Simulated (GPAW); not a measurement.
# Core-hole calculation of the Se K edge in CuSe2 (Pnnm), part 2 of 2

How does the Se K edge of CuSe2 (Pnnm) move when the bonds are compressed or stretched?

GPAW 26.7.0; X-ray absorption from dipole matrix elements to empty bands, plane-wave PAW LDA.

So far. Step 6 (Spectrum with XCH, Se atom 1): The scaled spectrum changes by 4 % r.m.s. The highest intensity below 24 eV goes from 0.8 eV (1.69) to 1.0 eV (1.64). Step 8 (Spectrum with XCH, Se atom 1): Against the first run the r.m.s. difference is 2 %. The highest intensity below 24 eV stays at 0.8 eV.

## 10. Spectrum with XCH, Se atom 1

Changed against the first core-hole run: volume scale from 1 to 1.06.

Contents of xas.py:

```python
import numpy as np
from ase import Atoms
from ase.parallel import parprint, paropen
from gpaw import GPAW, PW, FermiDirac, Mixer, MixerDif, setup_paths
from gpaw.test import gen
setup_paths.insert(0, '.')
gen('Se', name='fch1s', xcname='LDA', corehole=(1, 0, 1), write_xml=True)
from gpaw.mpi import world
world.barrier()

atoms = Atoms('Se8Cu4',
    cell=[[-5.12375836, 0, -3.81814414],
     [5.12375836, 0, -3.81814414],
     [0, -6.31558378, -3.81814414]],
    scaled_positions=[[0.4658, 0.1493, 0.8849],
     [0.9658, 0.6493, 0.8849],
     [0.0342, 0.3507, 0.1151],
     [0.5342, 0.8507, 0.1151],
     [0.1007, 0.2842, 0.6151],
     [0.6007, 0.7842, 0.6151],
     [0.8993, 0.7158, 0.3849],
     [0.3993, 0.2158, 0.3849],
     [0.75, 0.25, 0.5],
     [0.25, 0.75, 0.5],
     [0, 0, 0],
     [0.5, 0.5, 0]],
    pbc=True)
atoms.calc = calc = GPAW(legacy_gpaw=True, mode=PW(430, force_complex_dtype=True), xc='LDA', setups={0: 'fch1s'},
    kpts={'size': (3, 3, 3), 'gamma': True}, occupations=FermiDirac(0.1),
    charge=-1, mixer=Mixer(0.1, 5, 50), maxiter=150,
    convergence={'density': 0.0001, 'eigenstates': 1e-6}, txt='scf.txt')
energy = atoms.get_potential_energy() + calc.get_reference_energy()
ef = calc.get_fermi_level()
out = dict(energy=energy, fermi=ef, forces=atoms.get_forces().tolist())
parprint(f'all-electron energy {energy:.4f} eV, Fermi level {ef:.4f} eV')
ev = np.array([[calc.get_eigenvalues(k, s) for k in range(len(calc.get_ibz_k_points()))] for s in range(calc.get_number_of_spins())])
out['homo'], out['lumo'], out['counts'] = ev[ev < ef].max(), ev[ev > ef].min(), sorted(set((ev < ef).sum((0, 2)).tolist()))
out['filled'] = (ev[:, 0] < ef).sum(1).tolist()

from ase.units import Ha
from gpaw.xas import dipole_matrix_elements
nb = int(calc.get_number_of_electrons() / 2) + 150
top, nb = nb, nb + 8 + nb // 12
nscf = calc.fixed_density(kpts={'size': (3, 3, 3), 'gamma': True}, nbands=nb,
    convergence={'bands': top, 'eigenstates': 5e-3}, maxiter=60, txt='nscf.txt')
cell = atoms.cell.array
ops = [cell.T @ U.T @ np.linalg.inv(cell.T) for U in nscf.wfs.kd.symmetry.op_scc]
E = np.arange(-6, 34, 0.1)
fwhm = np.interp(E, [4, 25], [2.33, 3.5])
Y, X, zero, highest = 0, 0, 1e9, 1e9
for spin in range(nscf.get_number_of_spins()):
    wfs = nscf.wfs
    mine = wfs.bd.get_slice()  # this rank's bands
    A = dipole_matrix_elements(wfs.setups[0])
    eps = np.zeros((wfs.kd.nibzkpts, nb))
    d = np.zeros((3, A.shape[1], wfs.kd.nibzkpts, nb), complex)
    for kpt in wfs.kpt_u:
        if kpt.s == spin and 0 in kpt.P_ani:
            eps[kpt.k, mine] = kpt.eps_n * Ha
            d[:, :, kpt.k, mine] = (kpt.weight * wfs.nspins / 2) ** 0.5 * np.inner(A, kpt.P_ani[0])
    world.sum(eps)
    world.sum(d)
    T = np.einsum('amkn,bmkn->abkn', d, d.conj()).real
    T = sum(np.einsum('ai,ijkn,bj->abkn', R, T, R) for R in ops) / len(ops)
    empty = eps > ef
    zero, highest = min(zero, eps[empty].min()), min(highest, eps[:, top - 1].min())
    lines = [(eps, T, empty)] if spin == 0 else lines + [(eps, T, empty)]
for eps, T, empty in lines:
    f = np.einsum('aakn->akn', T).reshape(3, -1)
    x = eps.ravel() - zero
    w = np.interp(x, E, fwhm) / 2.35482
    g = np.exp(-0.5 * ((E[:, None] - x) / w) ** 2) / (w * (2 * np.pi) ** 0.5)
    Y = Y + (f * empty.ravel()) @ g.T
    X = X + (f * ~empty.ravel()) @ g.T
out.update(E=E.round(2).tolist(), xas=Y.tolist(), xes=X.tolist(), zero=zero, valid=highest - zero, nk=len(eps), nb=nb)
for i in range(0, len(E), 10):
    parprint(f'{E[i]:7.2f}', *(f'{v:10.3e}' for v in Y[:, i]))
import json
with paropen('out.json', 'w') as f:
    json.dump(out, f)
```

On the command line:

```sh
> OMP_NUM_THREADS=1 mpirun -n 4 gpaw python xas.py
```

It took 91 s on 4 MPI ranks of Arm Neoverse V2, shared host; peak memory 0.42 GiB.

| E (eV) | first run | this run |
| --- | --- | --- |
| -2.0 | 0.05 | 0.06 |
| -1.0 | 0.40 | 0.44 |
| 0.0 | 1.26 | 1.34 |
| 1.0 | 1.67 | 1.68 |
| 2.0 | 1.05 | 1.02 |
| 3.0 | 0.64 | 0.66 |
| 4.0 | 0.75 | 0.78 |
| 5.0 | 0.81 | 0.80 |
| 6.0 | 0.89 | 0.90 |
| 7.0 | 1.13 | 1.18 |
| 8.0 | 1.35 | 1.41 |
| 9.0 | 1.41 | 1.45 |
| 10.0 | 1.35 | 1.35 |
| 11.0 | 1.22 | 1.16 |
| 12.0 | 1.06 | 0.98 |
| 13.0 | 0.91 | 0.84 |
| 14.0 | 0.80 | 0.74 |
| 15.0 | 0.73 | 0.71 |
| 16.0 | 0.73 | 0.75 |
| 17.0 | 0.78 | 0.80 |
| 18.0 | 0.81 | 0.82 |
| 19.0 | 0.81 | 0.82 |
| 20.0 | 0.81 | 0.85 |
| 21.0 | 0.85 | 0.90 |
| 22.0 | 0.89 | 0.93 |
| 23.0 | 0.90 | 0.93 |
| 24.0 | 0.89 | 0.93 |
| 25.0 | 0.90 | 0.95 |
| 26.0 | 0.93 | 0.96 |
| 27.0 | 0.94 | 0.96 |
| 28.0 | 0.93 | 0.94 |
| 29.0 | 0.91 | 0.94 |
| 30.0 | 0.91 | 0.96 |
| 31.0 | 0.92 | 0.98 |
| 32.0 | 0.95 | 1.03 |

Against the first run the r.m.s. difference is 4 %. The highest intensity below 24 eV stays at 0.8 eV.

The photon energy of the zero moves by -0.14 eV.

## 11. The volumes side by side

| volume | nearest distance (Å) | shift of the zero (eV) | maximum 1 (eV above own zero) | maximum 2 (eV above own zero) |
| --- | --- | --- | --- | --- |
| 0.94 | 2.284 | +0.15 | 1.0 | 9.0 |
| 1 | 2.331 | +0.00 | 0.8 | 9.0 |
| 1.03 | 2.354 | -0.07 | 0.8 | 8.8 |
| 1.06 | 2.377 | -0.14 | 0.8 | 8.8 |

The curves, each shifted by its zero's change so that they share one photon-energy axis, counted from the zero at V × 1:

| E (eV) | V × 0.94 | V × 1 | V × 1.03 | V × 1.06 |
| --- | --- | --- | --- | --- |
| -2.0 | 0.03 | 0.05 | 0.06 | 0.08 |
| -1.0 | 0.27 | 0.40 | 0.47 | 0.55 |
| 0.0 | 1.03 | 1.26 | 1.36 | 1.46 |
| 1.0 | 1.64 | 1.67 | 1.65 | 1.62 |
| 2.0 | 1.20 | 1.05 | 0.99 | 0.93 |
| 3.0 | 0.66 | 0.64 | 0.65 | 0.67 |
| 4.0 | 0.69 | 0.75 | 0.77 | 0.79 |
| 5.0 | 0.81 | 0.81 | 0.81 | 0.80 |
| 6.0 | 0.86 | 0.89 | 0.91 | 0.93 |
| 7.0 | 1.05 | 1.13 | 1.18 | 1.22 |
| 8.0 | 1.26 | 1.35 | 1.38 | 1.42 |
| 9.0 | 1.35 | 1.41 | 1.43 | 1.44 |
| 10.0 | 1.33 | 1.35 | 1.34 | 1.32 |
| 11.0 | 1.27 | 1.22 | 1.18 | 1.14 |
| 12.0 | 1.16 | 1.06 | 1.01 | 0.96 |
| 13.0 | 1.01 | 0.91 | 0.87 | 0.82 |
| 14.0 | 0.89 | 0.80 | 0.76 | 0.73 |
| 15.0 | 0.79 | 0.73 | 0.71 | 0.71 |
| 16.0 | 0.74 | 0.73 | 0.74 | 0.75 |
| 17.0 | 0.75 | 0.78 | 0.79 | 0.81 |
| 18.0 | 0.80 | 0.81 | 0.82 | 0.82 |
| 19.0 | 0.81 | 0.81 | 0.81 | 0.83 |
| 20.0 | 0.79 | 0.81 | 0.83 | 0.86 |
| 21.0 | 0.79 | 0.85 | 0.88 | 0.91 |
| 22.0 | 0.83 | 0.89 | 0.92 | 0.94 |
| 23.0 | 0.87 | 0.90 | 0.92 | 0.93 |
| 24.0 | 0.87 | 0.89 | 0.91 | 0.93 |
| 25.0 | 0.85 | 0.90 | 0.93 | 0.95 |
| 26.0 | 0.87 | 0.93 | 0.95 | 0.96 |
| 27.0 | 0.90 | 0.94 | 0.95 | 0.95 |
| 28.0 | 0.91 | 0.93 | 0.93 | 0.94 |
| 29.0 | 0.90 | 0.91 | 0.92 | 0.94 |
| 30.0 | 0.88 | 0.91 | 0.93 | 0.96 |
| 31.0 | 0.87 | 0.92 | 0.96 | 0.99 |

## 12. What came out

| Quantity | Value |
| --- | --- |
| absorber and edge | Se K, atom 1 of the ground-state input (counted from 1) |
| surroundings | 1 Se at 2.33 Å and 3 Cu at 2.56 Å (distorted tetrahedral, site symmetry m) |
| highest intensity below 24 eV | 0.8 eV above the zero, height 1.69 |

**Reading.** From V × 0.94 to V × 1.06 the nearest distance grows by 0.093 Å and the zero moves by -0.29 eV. Above their own zero, the maxima move from 1.0 to 0.8 eV and from 9.0 to 8.8 eV. The Se K edge of atom 1, with 1 Se at 2.33 Å and 3 Cu at 2.56 Å (distorted tetrahedral, site symmetry m), has its highest intensity of the first 24 eV at 0.8 eV above the zero, 1.7 times the mean level of the first 20 eV (Gaussian full width 2.33 eV up to 4 eV, rising linearly to 3.5 eV at 25 eV). At the Se K edge of atom 1 polarisation matters most near 0.8 eV, where the curves differ by 2.3 on this scale. The script folds with a Gaussian, whereas the core hole's own line is a Lorentzian, so the onset is too steep and the first peak too high. The unit cell's mesh shows no gap over 0.35 eV. That is right for a metallic compound; for a small-gap or correlated insulator it would be the fault of the functional or of the assumed magnetic order, and the hole would be screened too well. The holes are only 6.3 Å apart, so the shape is probably not converged with cell size; no larger cell was run here. The mesh is coarse (0.39 Å⁻¹ between points), so small maxima may be mesh ripples. The structure is a published determination, not relaxed.

[Logs are printed without paths, hosts, clocks, repeated set-up lines and the standing remarks that a program may print on its own settings, such as how far it seeks lower states.]

[Hosts, paths, dates, database ids (printed as entryN), source tags and the programs' standing remarks are cut or masked in the printed files.]

[Lists of maxima count a maximum above −3 eV only where it reaches 4 % of the highest in the window and stands out from its surroundings by 2 % of it (1.5 % where it reaches 55 %); shoulders and weaker maxima are passed over, and of the rest the first, up to two pre-edge ones and the few strongest are named.]
